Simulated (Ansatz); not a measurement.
# LaBRh3 (Pm-3m): from the cell to its phonons, part 2 of 3

Wanted: phonon frequencies of LaBRh3 (Pm-3m) and what follows from them.

Ansatz 0.2.0; DFT PBEsol, scalar-relativistic, plane waves, PAW; PAW set soft_1.

So far. Step 3 (Tight relaxation): The forces vanish by symmetry and the pressure is 0.000 GPa, within the tolerances set. The cell now holds 15.07 Å³/atom. The relaxed cell has a = 4.223 Å (conventional setting).

## 4. Zone-centre response

The zone centre comes first: it holds the modes that light can see, as far as symmetry allows. No field response is asked, since the mesh shows no gap.

Contents of input.yaml:

```yaml
crystal:
  lattice:
    - [4.2232792706, 0.0, 0.0]
    - [0.0, 4.2232792706, 0.0]
    - [0.0, 0.0, 4.2232792706]
  atoms:
    - { symbol: La, position: [0.0, 0.0, 0.0] }
    - { symbol: B, position: [0.5, 0.5, 0.5] }
    - { symbol: Rh, position: [0.0, 0.5, 0.5] }
    - { symbol: Rh, position: [0.5, 0.0, 0.5] }
    - { symbol: Rh, position: [0.5, 0.5, 0.0] }
kpoints:
  mp_grid: { grid: [8, 8, 8] }
hamiltonian:
  xc: pbesol
  pseudopotentials: { kind: paw, azcp: { folder: soft_1 }, xc_functional: pbe }
scf:
  occupations: { method: methfessel_paxton, width: 0.2 }
output:
  eigenvalues: true
phonons:
  method: dfpt
```

The run is started by

```
> ansatz run input.yaml --threads 4 --pin off --max-ram 10240MiB --backend cpu --events-out ev --progress --plain --runs-dir out
```

Numbers of over 12 decimals in the logs are rounded to 6 here.

What it wrote:

```text
zone centre: on kpoints.mp_grid the ground state, and the responses unless they are solved on pairs of k-points, stand on 125 of the mesh's 512 k-points, reduced under 8 symmetry operations, with k and −k counted as one. Each operation leaves every solved displacement unchanged or reverses it
[...]
Crystal: 5 atoms, lattice volume = 75.327 Å³
Basis set: ecut = 420 eV, 1419 PW (Γ), exchange–correlation on 60×60×60 points (8 copies of the dense FFT grid, shifted against one another)
Bands: 39, of which v1, the nominal top of the filled ones, is band 33 counted from 1 (32 counted from 0)
Symmetry: 48 space group operations
k-points: 125 of 512 (irreducible under 8 space group operations)
[...]
SCF iter   1: F=—  HF=-25345.091341 eV  |F-HF|=—  |Δ(HF+E_count)|=         —  Δρ=3.68e-1  dr2=1.85e2  ethr=3.10e-3  ⟨swp⟩=4.3  Hψ=38371  notcnv=0
[...]
SCF iter  15: F=-25333.897717 eV  HF=-25333.897717 eV  |F-HF|=0.00e0  |Δ(HF+E_count)|=  1.09e-11  S|Δr|=    0.00e0  Δρ=2.25e-8  dr2=6.15e-13  ethr=1.00e-12  ⟨swp⟩=11.7  Hψ=28024  notcnv=0
SCF 1 converged in 15 iterations: F = -25333.897717 eV  dr2 = 6.15e-13
[...]
DFPT response loops at Γ: preconditioner auto → Kerker (q_TF=auto, 2.662 Å⁻¹) (partly filled bands, converged f_vac=0.000); β = 1.00, the filter's whole step (`scf.mixing.beta` (0.50) is not read by the response loops under this deck's `scf.mixing.preconditioner`; to damp them name `kerker` or `kerker_dos`, under which they read `scf.mixing.beta`, and type it under 1.00, their step now; both keys bind the ground state too); Broyden in place of MSR1
SCF converged after 15 iterations
[...]
Free energy (F): -25333.897717 eV
[...]
Internal energy: -25333.886213 eV  (E = F + TS)
E sigma→0 (E₀):  -25333.894841 eV
Entropy (-TS):   -0.011504 eV (-2.301 meV/atom)
Fermi energy:    18.038841 eV
[...]
--- Band table (eV; the first three rows and the last of 125) ---
  k-point 0: bands = [... 29 lower, 17.4638, 17.4638, 18.2514, 18.2824, 18.2824, 18.2824, 21.4439, 21.4439, ... 8 higher]
  k-point 1: bands = [... 29 lower, 16.9941, 17.7516, 18.1334, 18.2827, 18.7711, 18.7711, 21.4298, 21.4518, ... 8 higher]
  k-point 2: bands = [... 29 lower, 16.7810, 17.6208, 17.8035, 18.2835, 19.4018, 19.4018, 21.3961, 21.4865, ... 8 higher]
  k-point 124: bands = [... 29 lower, 18.1109, 18.1109, 18.1109, 20.1340, 20.1340, 20.1340, 20.8346, 20.8346, ... 8 higher]
--- Phonons (Γ-DFPT): 4 representative perturbations + reference, on 125 of 512 k-points (Σ response iterations 14) ---
  k mesh reduced under 8 symmetry operations, with k and −k counted as one. Each operation leaves every solved displacement unchanged or reverses it
  ASR residual: 1.669e-5 → 0.000e0 eV/Å²; symmetrization residual: 7.655e-6 eV/Å²
  ASR residual per site (eV/Å²): 1.80e-6 6.55e-6 1.67e-5 1.67e-5 1.67e-5
  Γ frequencies (cm⁻¹): 0.00 0.00 0.00 96.55 96.55 96.55 139.56 139.56 139.56 156.36 156.36 156.36 487.04 487.04 487.04
  non-analytic LO–TO correction: not included (Born effective charges unavailable; polar crystals: no LO–TO splitting at Γ)
```

Wall time 68 s (4 threads of Arm Neoverse V2, shared host); peak memory 1.5 GiB.

Numbers from this step:

```yaml
sum_rule_residual_before_enforcement: 1.67e-5 eV/Å²
point_group: m-3m
highest_optical_mode_at_the_zone_centre_no_lo_to_term: 487.0 cm⁻¹
lowest_optical_zone_centre_mode: 96.55 cm⁻¹
```

Patterns of degenerate modes are one choice out of their space. Modes at Γ, with each element's share of the kinetic energy:

```
mode  frequency (cm⁻¹)  symmetry  La %  B %  Rh %
   1               0.0  acoustic    30    2    67
   2               0.0  acoustic    30    2    67
   3               0.0  acoustic    30    2    67
   4              96.5       T1u    15   10    75
   5              96.5       T1u    15   10    75
   6              96.5       T1u    15   10    75
   7             139.6       T2u     0    0   100
   8             139.6       T2u     0    0   100
   9             139.6       T2u     0    0   100
  10             156.4       T1u    55    0    45
  11             156.4       T1u    55    0    45
  12             156.4       T1u    55    0    45
  13             487.0       T1u     0   88    12
  14             487.0       T1u     0   88    12
  15             487.0       T1u     0   88    12
```

Displacements in mode 5 (96.5 cm⁻¹), the largest set to 1:
```
La1 -0.03 -0.15 -0.35
B2   0.07  0.42  1.00
Rh3  0.06 -0.10 -0.24
Rh4 -0.02  0.35 -0.24
Rh5 -0.02 -0.10  0.84
```

Displacements in mode 9 (139.6 cm⁻¹), the largest set to 1:
```
La1  0.00  0.00  0.00
B2   0.00  0.00  0.00
Rh3  0.00 -0.07 -1.00
Rh4 -0.14  0.00  1.00
Rh5  0.14  0.07  0.00
```

Before it was imposed, the acoustic sum rule was missed by 1.7e-5 eV/Å². Small misses are needed for a sound result but don't prove that mesh and cutoff are converged. The lowest optical mode is real, 96.5 cm⁻¹.

## 5. Response at finite wavevector

Stability and thermal properties need the whole zone. Linear response on a 4×4×4 q mesh gives force constants as far as a supercell of that size would.

Edit input.yaml of step 4 so:

```diff
@@ -22 +22,8 @@
   method: dfpt
+  qmesh: [4, 4, 4]
+  temperatures: { t_max: 1000, t_step: 50 }
+  qpath:
+    path:
+      - [[0.0, 0.0, 0.0], [0.0, 0.5, 0.0], [0.5, 0.5, 0.0], [0.0, 0.0, 0.0], [0.5, 0.5, 0.5], [0.0, 0.5, 0.0]]
+      - [[0.5, 0.5, 0.5], [0.5, 0.5, 0.0]]
+    npoints: 10
```

What it wrote:

```text
[...]
Crystal: 5 atoms, lattice volume = 75.327 Å³
Basis set: ecut = 420 eV, 1419 PW (Γ), exchange–correlation on 60×60×60 points (8 copies of the dense FFT grid, shifted against one another)
Bands: 39, of which v1, the nominal top of the filled ones, is band 33 counted from 1 (32 counted from 0)
Symmetry: 48 space group operations
k-points: 35 of 512
[...]
SCF iter   1: F=—  HF=-25345.090943 eV  |F-HF|=—  |Δ(HF+E_count)|=         —  Δρ=3.68e-1  dr2=1.85e2  ethr=3.10e-3  ⟨swp⟩=4.2  Hψ=10543  notcnv=0
[...]
SCF iter  15: F=-25333.897717 eV  HF=-25333.897717 eV  |F-HF|=0.00e0  |Δ(HF+E_count)|=  3.64e-12  S|Δr|=    0.00e0  Δρ=2.33e-8  dr2=6.77e-13  ethr=1.00e-12  ⟨swp⟩=11.7  Hψ=7780  notcnv=0
SCF 1 converged in 15 iterations: F = -25333.897717 eV  dr2 = 6.77e-13
[...]
phonons: the bands overlap, so this run is a metal and interpolates without the dipole-dipole term. If the crystal is really an insulator or semiconductor, its LO-TO splitting is missing
NSCF: frozen V_eff on 35 k-points
[...]
DFPT response loops at q = (0, 0, 0) (fractional): preconditioner auto → Kerker (q_TF=auto, 2.662 Å⁻¹) (partly filled bands, converged f_vac=0.000); β = 1.00, the filter's whole step (`scf.mixing.beta` (0.50) is not read by the response loops under this deck's `scf.mixing.preconditioner`; to damp them name `kerker` or `kerker_dos`, under which they read `scf.mixing.beta`, and type it under 1.00, their step now; both keys bind the ground state too); Broyden in place of MSR1
[...]
SCF converged after 15 iterations
[...]
Free energy (F): -25333.897717 eV
[...]
Internal energy: -25333.886213 eV  (E = F + TS)
E sigma→0 (E₀):  -25333.894841 eV
Entropy (-TS):   -0.011504 eV (-2.301 meV/atom)
Fermi energy:    18.038841 eV
[...]
--- Band table (eV; the first three rows and the last of 35) ---
  k-point 0: bands = [... 29 lower, 17.4638, 17.4638, 18.2514, 18.2824, 18.2824, 18.2824, 21.4439, 21.4439, ... 8 higher]
  k-point 1: bands = [... 29 lower, 16.9941, 17.7516, 18.1334, 18.2827, 18.7711, 18.7711, 21.4298, 21.4518, ... 8 higher]
  k-point 2: bands = [... 29 lower, 16.7810, 17.6208, 17.8035, 18.2835, 19.4018, 19.4018, 21.3961, 21.4865, ... 8 higher]
  k-point 34: bands = [... 29 lower, 18.1109, 18.1109, 18.1109, 20.1340, 20.1340, 20.1340, 20.8346, 20.8346, ... 8 higher]
--- Phonons (Γ-DFPT): 4 representative perturbations + reference (Σ response iterations 14) ---
  ASR residual: 1.765e-5 → 0.000e0 eV/Å²; symmetrization residual: 7.736e-6 eV/Å²
  ASR residual per site (eV/Å²): 2.46e-6 6.49e-6 1.76e-5 1.76e-5 1.76e-5
[...]
--- Phonons (arbitrary-q DFPT): 10 irreducible q on the 4×4×4 mesh ---
  q = [0.0000, 0.0000, 0.0000] (star 1, of the zone-centre solve; hermiticity 1.16e-6, symmetrization 1.63e-12): -0.00 -0.00 0.00 96.55 96.55 96.55 139.56 139.56 139.56 156.36 156.36 156.36 487.04 487.04 487.04
  q = [0.0000, 0.0000, 0.2500] (star 6, 9 solved perturbations in 1560 linear systems a pass and spin channel, the states on 200 of 512 k-point pairs; hermiticity 1.17e-6, symmetrization 4.48e-13): 44.58 44.58 90.29 98.70 98.70 135.19 135.19 143.74 152.05 154.04 154.04 170.87 488.46 488.46 551.47
[...]
q = [0.0000, 0.2500, -0.5000] (star 12, 15 solved perturbations on 200 of 512 k-point pairs; hermiticity 1.16e-6, symmetrization 4.24e-14): 86.06 90.77 93.84 103.95 129.24 131.98 142.18 142.55 151.11 153.43 154.84 205.85 489.59 551.23 607.94
[...]
sum rule: each row above includes the acoustic sum rule's correction from the zone centre's row sums; it moved no ω² by more than (0.40 cm⁻¹)²
  mesh force constants: q→R imaginary residual 1.02e-18; ASR residual 1.765e-5 → 0.000e0 eV/Å²; symmetrization residual 1.954e-14 eV/Å²
  interpolated dispersion: 62 rows × 15 modes
  density of states and harmonic sums: on the 16×16×16 q-mesh, interpolated from the force constants of a 4×4×4 supercell (no non-analytic term)
  largest difference from the sums on the solved wave vectors: F 1.05e-2 eV, S 1.45e-5 and C_V 3.98e-6 eV/K
  zero-point energy: 0.199740 eV/cell   skipped modes (ω ≤ 0): 3   left out of the sums: 4.88e-5 of the cell's modes: C_V's classical limit lies that fraction below 3 k_B per atom; for a crystal, a wire or a layer, F and S can be off by more, and a phonons.interpolated_qmesh denser along its periods is the remedy for the sampling
```

Run time: 26 min. Hardware: 4 threads; peak memory 4 GiB.

Numbers from this step:

* sum-rule residual before enforcement: 1.76e-5 eV/Å²
* lowest frequency on the path: 0 cm⁻¹
* highest frequency on the path or at a solved wavevector: 609.7 cm⁻¹
* mean frequency: 214.8 cm⁻¹
* Debye temperature (second moment): 510 K
* logarithmic mean frequency: 168.7 cm⁻¹
* lowest mode on the q mesh (acoustic modes at Γ apart): 44.58 cm⁻¹
* zero-point energy per atom: 39.95 meV
* heat capacity at 300 K: 22.15 J/(mol atoms K)
* vibrational entropy at 300 K: 31.80 J/(mol atoms K)
* edges of the widest gap between branches, on path and mesh: 243.7, 487 cm⁻¹

Frequencies (cm⁻¹) solved at each irreducible wavevector; negative means imaginary. Frequencies by wavevector, by row:

```
q in reciprocal lattice units  star  mode 1  mode 2  mode 3  mode 4  mode 13  mode 14  mode 15
                        0 0 0     1       0       0       0    96.5      487      487      487
                     0 0 0.25     6    44.6    44.6    90.3    98.7    488.5    488.5    551.5
                     0 0 -0.5     3    79.1    79.1    86.8    86.8    489.5    489.5    609.7
                  0 0.25 0.25    12    61.7    66.3   101.3     110    488.9    546.6    554.1
                  0 0.25 -0.5    12    86.1    90.8    93.8     104    489.6    551.2    607.9
                  0 -0.5 -0.5     3    94.5    94.5   101.7   115.7      490    607.1    607.1
               0.25 0.25 0.25     8    73.3    73.3     125     125    547.3    547.3    556.4
               0.25 0.25 -0.5    12    80.3    94.7   102.9   126.8    547.5    553.8    605.7
               0.25 -0.5 -0.5     6    86.8    86.8    96.2   124.2      550    604.6    604.6
               -0.5 -0.5 -0.5     1    79.6    79.6    79.6   129.3    604.9    604.9    604.9
```

Interpolated from a 4×4×4 q mesh. Phonon branches along the path, in cm⁻¹:

```
    point  branch 1  branch 2  branch 3  branch 4  branch 12  branch 13  branch 14  branch 15
        Γ         0         0         0        96        156        487        487        487
  halfway        45        45        90        99        171        488        488        552
        X        79        79        87        87        195        490        490        610
  halfway        86        91        94       104        206        490        551        608
        M        95        95       102       116        226        490        607        607
  halfway        62        66       101       110        181        489        547        554
        Γ         0         0         0        96        156        487        487        487
  halfway        73        73       125       125        190        547        547        556
        R        80        80        80       129        244        605        605        605
  halfway        80        95       103       127        214        548        554        606
        X        79        79        87        87        195        490        490        610
jump to R        80        80        80       129        244        605        605        605
  halfway        87        87        96       124        231        550        605        605
        M        95        95       102       116        226        490        607        607
```

Tetrahedra on a 16×16×16 mesh, mean over bins of 5 cm-1. Interpolated from a 4×4×4 q mesh. Table of phonon density of states by wavenumber; read off at these points:

```
wavenumber (cm⁻¹)  phonon density of states (1/cm⁻¹/cell)
                2                                  2.0e-5
               18                                  7.9e-4
               38                                 0.00519
               52                                  0.0123
               68                                   0.026
               82                                   0.103
              102                                  0.0824
              108                                  0.0870
              118                                  0.0475
              132                                   0.230
              152                                   0.206
              158                                   0.309
              168                                 0.00678
              182                                 0.00945
              202                                  0.0180
              218                                  0.0165
              232                                 0.00533
              248                                       0
              268                                       0
              282                                       0
              298                                       0
              318                                       0
              332                                       0
              348                                       0
              368                                       0
              382                                       0
              398                                       0
              412                                       0
              432                                       0
              448                                       0
              462                                       0
              482                                       0
              492                                  0.0658
              498                                  0.0267
              512                                  0.0180
              532                                  0.0157
              548                                  0.0170
              562                                  0.0162
              578                                  0.0197
              598                                  0.0313
              612                                  5.0e-5
```

(Continued in part 3 of 3.)

[Logs are printed without paths, hosts, clocks, repeated set-up lines and the standing remarks that a program may print on its own settings, such as how far it seeks lower states.]

[Hosts, paths, dates, database ids (printed as entryN), source tags and the programs' standing remarks are cut or masked in the printed files.]
